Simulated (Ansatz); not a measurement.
**Lattice dynamics of PbS (Galena, Fm-3m)**

Wanted: phonon frequencies of PbS (Galena, Fm-3m) and what follows from them.

Program: Ansatz 0.2.0. Level of theory: DFT LDA, scalar-relativistic, plane waves, PAW; PAW set soft_1. Results are calculated unless marked as measured.

Report form: the programs' logs are mostly left out.

The database entry behind the starting cell differs from later determinations by our own check (about 0.1 % short), so it need not match the best structure at ambient conditions.

## Step 1: Starting point

It takes space group Fm-3m (No. 225, cubic). The conventional cell has a = 5.931 Å, b = 5.931 Å, c = 5.931 Å, α = 90.00°, β = 90.00°, γ = 90.00°. Pb has 6 S at 2.97 Å nearest. Nearest to S lie 6 Pb at 2.97 Å. Farther neighbours and most contacts between anions are not listed.

## Step 2: Bringing the structure to rest

Harmonic phonons are second derivatives at a point where the forces vanish, and they are wanted at zero stress, so atoms and cell are relaxed first.

The input, input.yaml:

```yaml
crystal:
  lattice:
    - [0.0, 2.96575, 2.96575]
    - [2.96575, 0.0, 2.96575]
    - [2.96575, 2.96575, 0.0]
  atoms:
    - { symbol: Pb, position: [0.0, 0.0, 0.0] }
    - { symbol: S, position: [0.5, 0.5, 0.5] }
kpoints:
  mp_grid: { grid: [10, 10, 10] }
hamiltonian:
  xc: lda
  pseudopotentials: { kind: paw, azcp: { folder: soft_1 }, xc_functional: pbe }
scf:
  occupations: { method: gaussian, width: 0.01 }
output:
  forces: true
  stress: true
  eigenvalues: true
  write_density: true
  write_potential: true
  elf: true
  volumetric_format: npy
relax:
  adjacent_minimum: "off"
  f_tol: 0.005
  max_steps: 80
  cell: { stress_tol: 0.05 }
```

Command:

```
ansatz run input.yaml --threads 4 --pin off --max-ram 10240MiB --backend cpu --events-out ev --progress --plain --runs-dir out
```

Elapsed: 3.8 s, on 4 threads of Intel Xeon Platinum 8488C (Sapphire Rapids), shared host; peak memory 0.47 GiB; 12 s of CPU time.

The steps of the relaxation:

| step | energy less that of the first step (eV) | largest force component (eV/Å) | pressure (GPa) | volume (Å³) |
| --- | --- | --- | --- | --- |
| 1 | 0.0000 | 0.0000 | -2.58 | 52.17 |
| 2 | -0.0114 | 0.0000 | 1.84 | 48.57 |
| 3 | -0.0189 | 0.0000 | -0.07 | 50.01 |
| 4 | -0.0190 | 0.0000 | 0.00 | 49.96 |
| 5* | -0.0185 | 0.0000 | 0.00 | 49.96 |

Relaxation steps marked * repeat the geometry before them on a plane-wave basis chosen anew for their cell, so energy and pressure can jump there.

Forces are held to the 48 operations that the run works with; a distortion that breaks them can't arise in this run.

| conventional cell, symmetrised | before | after | change |
| --- | --- | --- | --- |
| a (Å) | 5.931 | 5.846 | -1.4 % |
| b (Å) | 5.931 | 5.846 | -1.4 % |
| c (Å) | 5.931 | 5.846 | -1.4 % |
| volume (Å³/atom) | 26.09 | 24.98 | -4.2 % |

Final coordinates:

```cif
data_structure
_symmetry_space_group_name_H-M 'P 1'
_symmetry_Int_Tables_number 1
_cell_length_a 4.1340
_cell_length_b 4.1340
_cell_length_c 4.1340
_cell_angle_alpha 60.000
_cell_angle_beta 60.000
_cell_angle_gamma 60.000
_cell_volume 49.96
loop_
_atom_site_label
_atom_site_type_symbol
_atom_site_fract_x
_atom_site_fract_y
_atom_site_fract_z
_atom_site_occupancy
Pb1 Pb 0.00000 0.00000 0.00000 1
S2 S 0.50000 0.50000 0.50000 1
```

This step gave:

```yaml
pressure: -0.003246 GPa
volume_per_atom: 24.98 Å³
gap_on_the_k_mesh: 0.07230 eV
direct_gap_on_mesh: 0.07230 eV
```

Valence density in the ac plane of the conventional cell at fractional y = 0.000, with atoms of Pb and S within 0.2 Å of it. It is the smooth field of the valence electrons, not physical close to the nuclei.

Ten even steps from '0' (0.1 e/Å³) to '9' (7.3 e/Å³), each cell a mean:
```
8510001101000037
4200000111000013
1000000000000000
0000000000000000
0000000000000000
1000000121000000
1100002563100011
0110014896200010
0100003785100011
1100001342000001
0000000010000000
0000000000000000
0000000000000000
2100000010000001
6310001111000025
9620001001100148
```
Columns run along a (5.8 Å), rows up along c (5.8 Å), edges of the conventional cell, whose origin can differ from the input's. Atoms in or near the plane, at fractional coordinates: Pb at (0.00, 0.00), Pb at (0.50, 0.50), S at (0.50, 0.00), S at (0.00, 0.50).

ELF in the ac plane of the conventional cell at fractional y = 0.000, with atoms of Pb and S within 0.2 Å of it. It is the smooth field of the valence electrons, not physical close to the nuclei.

Values, 16 rows by 16 columns, each cell a mean:
```
0.06 0.24 0.42 0.29 0.38 0.75 0.77 0.35 0.22 0.63 0.82 0.56 0.26 0.38 0.35 0.11
0.32 0.41 0.40 0.24 0.30 0.66 0.82 0.77 0.74 0.82 0.77 0.46 0.21 0.33 0.42 0.35
0.39 0.36 0.27 0.15 0.18 0.45 0.66 0.75 0.77 0.72 0.56 0.27 0.13 0.22 0.33 0.38
0.27 0.23 0.17 0.09 0.08 0.18 0.30 0.38 0.39 0.34 0.23 0.11 0.07 0.13 0.21 0.26
0.58 0.52 0.37 0.18 0.09 0.15 0.24 0.29 0.29 0.26 0.19 0.10 0.11 0.27 0.46 0.56
0.82 0.80 0.68 0.37 0.17 0.27 0.40 0.42 0.41 0.41 0.34 0.19 0.23 0.56 0.77 0.82
0.52 0.75 0.80 0.52 0.23 0.36 0.41 0.24 0.18 0.33 0.41 0.26 0.34 0.72 0.82 0.63
0.08 0.52 0.82 0.58 0.27 0.39 0.32 0.06 0.03 0.18 0.41 0.29 0.39 0.77 0.74 0.22
0.22 0.63 0.82 0.56 0.26 0.38 0.35 0.11 0.06 0.24 0.42 0.29 0.38 0.75 0.77 0.35
0.74 0.82 0.77 0.46 0.21 0.33 0.42 0.35 0.32 0.41 0.40 0.24 0.30 0.66 0.82 0.77
0.77 0.72 0.56 0.27 0.13 0.22 0.33 0.38 0.39 0.36 0.27 0.15 0.18 0.45 0.66 0.75
0.39 0.34 0.23 0.11 0.07 0.13 0.21 0.26 0.27 0.23 0.17 0.09 0.08 0.18 0.30 0.38
0.29 0.26 0.19 0.10 0.11 0.27 0.46 0.56 0.58 0.52 0.37 0.18 0.09 0.15 0.24 0.29
0.41 0.41 0.34 0.19 0.23 0.56 0.77 0.82 0.82 0.80 0.68 0.37 0.17 0.27 0.40 0.42
0.18 0.33 0.41 0.26 0.34 0.72 0.82 0.63 0.52 0.75 0.80 0.52 0.23 0.36 0.41 0.24
0.03 0.18 0.41 0.29 0.39 0.77 0.74 0.22 0.08 0.52 0.82 0.58 0.27 0.39 0.32 0.06
```
Columns run along a (5.8 Å), rows up along c (5.8 Å), edges of the conventional cell, whose origin can differ from the input's. Atoms in or near the plane, at fractional coordinates: Pb at (0.00, 0.00), Pb at (0.50, 0.50), S at (0.50, 0.00), S at (0.00, 0.50).

Electrostatic potential energy in the ac plane of the conventional cell at fractional y = 0.000, with atoms of Pb and S within 0.2 Å of it. With pseudopotentials it is smooth inside the atoms' cores, unlike the true potential.

Ten even steps from '0' (-33 eV) to '9' (12 eV), each cell a mean:
```
0028982000698500
0158996224899730
5689999888999975
8999999999999998
9999998878999999
5799985224799986
0279961000489840
1059850010279820
0069850000289820
2489973001589962
8899997556899998
9999999889999999
7899999999999988
2479998657999852
0048984002799610
1027982010598500
```
Columns run along a (5.8 Å; values clipped at the 3rd and 97th percentile), rows up along c (5.8 Å), edges of the conventional cell, whose origin can differ from the input's. Atoms in or near the plane, at fractional coordinates: Pb at (0.00, 0.00), Pb at (0.50, 0.50), S at (0.50, 0.00), S at (0.00, 0.50).

In this step the volume went from 26.09 to 24.98 Å³/atom.

## Step 3: Relaxing to small forces for the phonons

Phonons need a cell at rest on their own settings, so the relaxation is repeated with tight tolerances on forces and stress on the k mesh and occupations of the first response run.

input.yaml, the sections that differ from step 2:

```yaml
crystal:
  lattice:
    - [0.0, 2.9231464738, 2.9231464738]
    - [2.9231464738, 0.0, 2.9231464738]
    - [2.9231464738, 2.9231464738, 0.0]
  atoms:
    - { symbol: Pb, position: [0.0, 0.0, 0.0] }
    - { symbol: S, position: [0.5, 0.5, 0.5] }
kpoints:
  mp_grid: { grid: [12, 12, 12] }
relax:
  adjacent_minimum: "off"
  f_tol: 0.001
  max_steps: 60
  cell: { stress_tol: 0.01 }
# hamiltonian, scf, output: as in step 2
```

Elapsed: 2.3 s, on 4 threads; peak memory 0.5 GiB.

Little changed from the start: no atom moved by 0.005 Å and no cell edge by 0.1 %.

Numbers from this step:

```
pressure           : -0.001836 GPa
gap on the k-mesh  : 0.07218 eV
direct gap on mesh : 0.07218 eV
```

Electrostatic potential energy in the ac plane of the conventional cell at fractional y = 0.000, with atoms of Pb and S within 0.2 Å of it. With pseudopotentials it is smooth inside the atoms' cores, unlike the true potential.

Values in eV, 16 rows by 16 columns, each cell a mean:
```
-29 -33 -20   3   9   4 -20 -32 -29 -30  -4   9   7  -8 -31 -31
-32 -27  -6   7  10   9  -3 -20 -24 -11   5  10   9   1 -19 -31
-10  -3   5  10  11  11   9   4   3   7  10  12  11   8   1  -8
  7   8  10  11  12  11  10   9   9  10  11  12  12  11   9   7
  8   9  11  12  11  10   7   3   2   5   9  11  12  12  10   9
 -7   1   9  11  10   5  -6 -20 -23 -14   1   9  11  10   5  -4
-32 -22   1   9   8  -3 -27 -33 -32 -32 -14   5  10   7 -11 -30
-24 -32  -7   8   7 -10 -32 -29 -27 -32 -23   2   9   3 -24 -29
-29 -30  -4   9   7  -8 -31 -31 -29 -33 -20   3   9   4 -20 -32
-24 -11   5  10   9   1 -19 -31 -32 -27  -6   7  10   9  -3 -20
  3   7  10  12  11   8   1  -8 -10  -3   5  10  11  11   9   4
  9  10  11  12  12  11   9   7   7   8  10  11  12  11  10   9
  2   5   9  11  12  12  10   9   8   9  11  12  11  10   7   3
-23 -14   1   9  11  10   5  -4  -7   1   9  11  10   5  -6 -20
-32 -32 -14   5  10   7 -11 -30 -32 -22   1   9   8  -3 -27 -33
-27 -32 -23   2   9   3 -24 -29 -24 -32  -7   8   7 -10 -32 -29
```
Columns run along a (5.8 Å; values clipped at the 3rd and 97th percentile), rows up along c (5.8 Å), edges of the conventional cell, whose origin can differ from the input's. Atoms in or near the plane, at fractional coordinates: Pb at (0.00, 0.00), Pb at (0.50, 0.50), S at (0.50, 0.00), S at (0.00, 0.50).

ELF in the ac plane of the conventional cell at fractional y = 0.000, with atoms of Pb and S within 0.2 Å of it. It is the smooth field of the valence electrons, not physical close to the nuclei.

Ten even steps from '_' (0.03) to '@' (0.82), each cell a mean:
```
__::==--==@@@@==::##@@**::====__
--====::--##@@@@%%@@@@++::--====
====--....++##@@@@%%**--..::--==
--::..____..--====--::..__..::::
****==..__..::----::::__..--++**
@@@@%%==..--========--::::**@@@@
**@@@@**::====::..--==::--%%@@##
__**@@**--==--____..==--==@@%%::
::##@@**::====____::==--==@@@@==
%%@@@@++::--====--====::--##@@@@
@@%%**--..::--======--....++##@@
==--::..__..::::--::..____..--==
--::::__..--++******==..__..::--
====--::::**@@@@@@@@%%==..--====
..--==::--%%@@##**@@@@**::====::
__..==--==@@%%::__**@@**--==--__
```
Columns run along a (5.8 Å), rows up along c (5.8 Å), edges of the conventional cell, whose origin can differ from the input's. Atoms in or near the plane, at fractional coordinates: Pb at (0.00, 0.00), Pb at (0.50, 0.50), S at (0.50, 0.00), S at (0.00, 0.50).

Valence density in the ac plane of the conventional cell at fractional y = 0.000, with atoms of Pb and S within 0.2 Å of it. It is the smooth field of the valence electrons, not physical close to the nuclei.

Values in e/Å³, 16 rows by 16 columns, each cell a mean:
```
6.2 3.9 1.3 0.3 0.2 0.5 1.0 0.9 0.7 1.0 0.7 0.3 0.2 0.7 2.6 5.4
3.0 1.8 0.6 0.2 0.2 0.3 0.7 1.0 1.0 0.9 0.5 0.2 0.2 0.4 1.2 2.6
0.8 0.5 0.2 0.1 0.1 0.2 0.3 0.5 0.6 0.4 0.2 0.1 0.1 0.2 0.4 0.7
0.3 0.2 0.1 0.1 0.1 0.1 0.2 0.2 0.3 0.2 0.1 0.1 0.1 0.1 0.2 0.2
0.3 0.3 0.2 0.1 0.1 0.1 0.2 0.3 0.4 0.3 0.2 0.1 0.1 0.1 0.2 0.3
0.8 0.6 0.3 0.2 0.1 0.2 0.6 1.3 1.5 0.9 0.4 0.2 0.1 0.2 0.5 0.7
1.0 1.0 0.6 0.3 0.2 0.5 1.8 3.9 4.4 2.8 0.9 0.3 0.2 0.4 0.9 1.0
0.4 1.0 0.8 0.3 0.3 0.8 3.0 6.2 7.3 4.4 1.5 0.4 0.3 0.6 1.0 0.7
0.7 1.0 0.7 0.3 0.2 0.7 2.6 5.4 6.2 3.9 1.3 0.3 0.2 0.5 1.0 0.9
1.0 0.9 0.5 0.2 0.2 0.4 1.2 2.6 3.0 1.8 0.6 0.2 0.2 0.3 0.7 1.0
0.6 0.4 0.2 0.1 0.1 0.2 0.4 0.7 0.8 0.5 0.2 0.1 0.1 0.2 0.3 0.5
0.3 0.2 0.1 0.1 0.1 0.1 0.2 0.2 0.3 0.2 0.1 0.1 0.1 0.1 0.2 0.2
0.4 0.3 0.2 0.1 0.1 0.1 0.2 0.3 0.3 0.3 0.2 0.1 0.1 0.1 0.2 0.3
1.5 0.9 0.4 0.2 0.1 0.2 0.5 0.7 0.8 0.6 0.3 0.2 0.1 0.2 0.6 1.3
4.4 2.8 0.9 0.3 0.2 0.4 0.9 1.0 1.0 1.0 0.6 0.3 0.2 0.5 1.8 3.9
7.3 4.4 1.5 0.4 0.3 0.6 1.0 0.7 0.4 1.0 0.8 0.3 0.3 0.8 3.0 6.2
```
Columns run along a (5.8 Å), rows up along c (5.8 Å), edges of the conventional cell, whose origin can differ from the input's. Atoms in or near the plane, at fractional coordinates: Pb at (0.00, 0.00), Pb at (0.50, 0.50), S at (0.50, 0.00), S at (0.00, 0.50).

The forces vanish by symmetry and the pressure is -0.002 GPa, within the tolerances set. The cell now holds 24.98 Å³/atom.

## Step 4: Linear response at the zone centre

The zone centre comes first: it holds the modes that light can see, as far as symmetry allows. No field response is asked.

input.yaml, the sections that differ from step 3:

```yaml
output:
  eigenvalues: true
phonons:
  method: dfpt
# crystal, kpoints, hamiltonian, scf: as in step 3
# relax: removed
```

Elapsed: 7.9 s, on 4 threads; peak memory 0.69 GiB; 27 s of CPU time.

This step gave:

* sum-rule residual before enforcement: 1.64e-4 eV/Å²
* point group: m-3m
* highest optical mode at the zone centre (no LO-TO term): 62 cm⁻¹
* lowest optical zone-centre mode: 62 cm⁻¹

Without the LO-TO term. Patterns of degenerate modes are one choice out of their space. Modes at Γ, with each element's share of the kinetic energy:

| mode | frequency (cm⁻¹) | symmetry | Pb % | S % |
| --- | --- | --- | --- | --- |
| 1 | 0.0 | acoustic | 87 | 13 |
| 2 | 0.0 | acoustic | 87 | 13 |
| 3 | 0.0 | acoustic | 87 | 13 |
| 4 | 62.0 | T1u | 13 | 87 |
| 5 | 62.0 | T1u | 13 | 87 |
| 6 | 62.0 | T1u | 13 | 87 |

Displacements in mode 5 (62.0 cm⁻¹), the largest set to 1:
```
Pb1  0.00 -0.15  0.00
S2   0.00  1.00  0.00
```

Before it was imposed, the acoustic sum rule was missed by 1.6e-4 eV/Å². Small misses are needed for a sound result but don't prove that mesh and cutoff are converged. The lowest optical mode is real, 62.0 cm⁻¹.

## Step 5: The dispersion

Stability and thermal properties need the whole zone. Linear response on a 4×4×4 q mesh gives force constants as far as a supercell of that size would.

Edit input.yaml of step 4 so:

```diff
@@ -19 +19,8 @@
   method: dfpt
+  qmesh: [4, 4, 4]
+  temperatures: { t_max: 1000, t_step: 50 }
+  qpath:
+    path:
+      - [[0.0, 0.0, 0.0], [0.5, 0.0, 0.5], [0.625, 0.25, 0.625]]
+      - [[0.375, 0.375, 0.75], [0.0, 0.0, 0.0], [0.5, 0.5, 0.5], [0.5, 0.25, 0.75], [0.5, 0.0, 0.5]]
+    npoints: 10
```

Run time: 3.1 min. Hardware: 4 threads; peak memory 3 GiB.

This step gave:

```
sum-rule residual before enforcement                    : 1.68e-4 eV/Å²
lowest frequency on the path                            : 0 cm⁻¹
highest frequency on the path or at a solved wavevector : 243.4 cm⁻¹
mean frequency                                          : 117.7 cm⁻¹
Debye temperature (second moment)                       : 249 K
logarithmic mean frequency                              : 99 cm⁻¹
lowest mode on the q mesh (acoustic modes at Γ apart)   : 33.62 cm⁻¹
zero-point energy per atom                              : 21.88 meV
heat capacity at 300 K                                  : 24.11 J/(mol atoms K)
vibrational entropy at 300 K                            : 43.94 J/(mol atoms K)
```

Frequencies (cm⁻¹) solved at each irreducible wavevector; negative means imaginary. Frequencies by wavevector, by row:

| q in reciprocal lattice units | star | mode 1 | mode 2 | mode 3 | mode 4 | mode 5 | mode 6 |
| --- | --- | --- | --- | --- | --- | --- | --- |
| 0 0 0 | 1 | 0 | 0 | 0 | 62 | 62 | 62 |
| 0 0 0.25 | 8 | 40.9 | 40.9 | 74.4 | 172.6 | 172.6 | 235.2 |
| 0 0 -0.5 | 4 | 55.9 | 55.9 | 108.8 | 204.3 | 204.3 | 238.1 |
| 0 0.25 0.25 | 6 | 33.6 | 33.6 | 83.7 | 112.6 | 112.6 | 215.9 |
| 0 0.25 -0.5 | 24 | 49.7 | 55.2 | 83.9 | 168.6 | 169.5 | 206.2 |
| 0 0.25 -0.25 | 12 | 48.8 | 53.3 | 95.8 | 127 | 196.7 | 227.7 |
| 0 -0.5 -0.5 | 3 | 41.4 | 41.4 | 61.7 | 87.5 | 109.1 | 109.1 |
| 0.25 -0.5 -0.25 | 6 | 56.4 | 56.4 | 74.3 | 123.7 | 123.7 | 208.1 |

Interpolated from a 4×4×4 q mesh, with the LO-TO term (at Γ the limit along the path; where Γ stands inside the path, tables give the limit on arrival). The phonon branches at the labelled points (cm⁻¹):

| point | branch 1 | branch 2 | branch 3 | branch 4 | branch 5 | branch 6 |
| --- | --- | --- | --- | --- | --- | --- |
| Γ | 0 | 0 | 0 | 62 | 62 | 175 |
| halfway | 34 | 34 | 84 | 113 | 113 | 216 |
| X | 41 | 41 | 62 | 88 | 109 | 109 |
| halfway | 44 | 52 | 62 | 103 | 129 | 144 |
| U | 49 | 60 | 73 | 123 | 164 | 194 |
| jump to K | 49 | 60 | 73 | 123 | 164 | 194 |
| halfway | 41 | 48 | 85 | 132 | 190 | 234 |
| Γ | 0 | 0 | 0 | 62 | 62 | 175 |
| halfway | 41 | 41 | 74 | 173 | 173 | 235 |
| L | 56 | 56 | 109 | 204 | 204 | 238 |
| halfway | 54 | 55 | 93 | 171 | 182 | 226 |
| W | 56 | 56 | 74 | 124 | 124 | 208 |
| halfway | 50 | 58 | 61 | 110 | 126 | 172 |
| X | 41 | 41 | 62 | 88 | 109 | 109 |

The phonon density of states has structure finer than the step of the table below, so its rows give means over 10 cm⁻¹, whole bins alone (the curve runs from 1 to 243 cm⁻¹). Peaks (cm⁻¹: height): 55.0: 0.186, 85.0: 0.0401, 131.0: 0.0434.

Tetrahedra on a 20×20×20 mesh, mean over bins of 2 cm-1. Interpolated from a 4×4×4 q mesh. Phonon density of states against wavenumber; means over each step:

| wavenumber (cm⁻¹) | phonon density of states (1/cm⁻¹/cell) |
| --- | --- |
| 10 | 3.3e-4 |
| 20 | 0.00249 |
| 30 | 0.0110 |
| 40 | 0.0358 |
| 50 | 0.120 |
| 60 | 0.0382 |
| 70 | 0.0148 |
| 80 | 0.0300 |
| 90 | 0.0342 |
| 100 | 0.0154 |
| 110 | 0.00605 |
| 120 | 0.0161 |
| 130 | 0.0340 |
| 140 | 0.0260 |
| 150 | 0.0218 |
| 160 | 0.0209 |
| 170 | 0.0213 |
| 180 | 0.0230 |
| 190 | 0.0270 |
| 200 | 0.0262 |
| 210 | 0.0157 |
| 220 | 0.0228 |
| 230 | 0.0266 |

(Part 1 of 2 ends here.)

[Logs are printed without paths, hosts, clocks, repeated set-up lines and the standing remarks that a program may print on its own settings, such as how far it seeks lower states.]

[Hosts, paths, dates, database ids (printed as entryN), source tags and the programs' standing remarks are cut or masked in the printed files.]
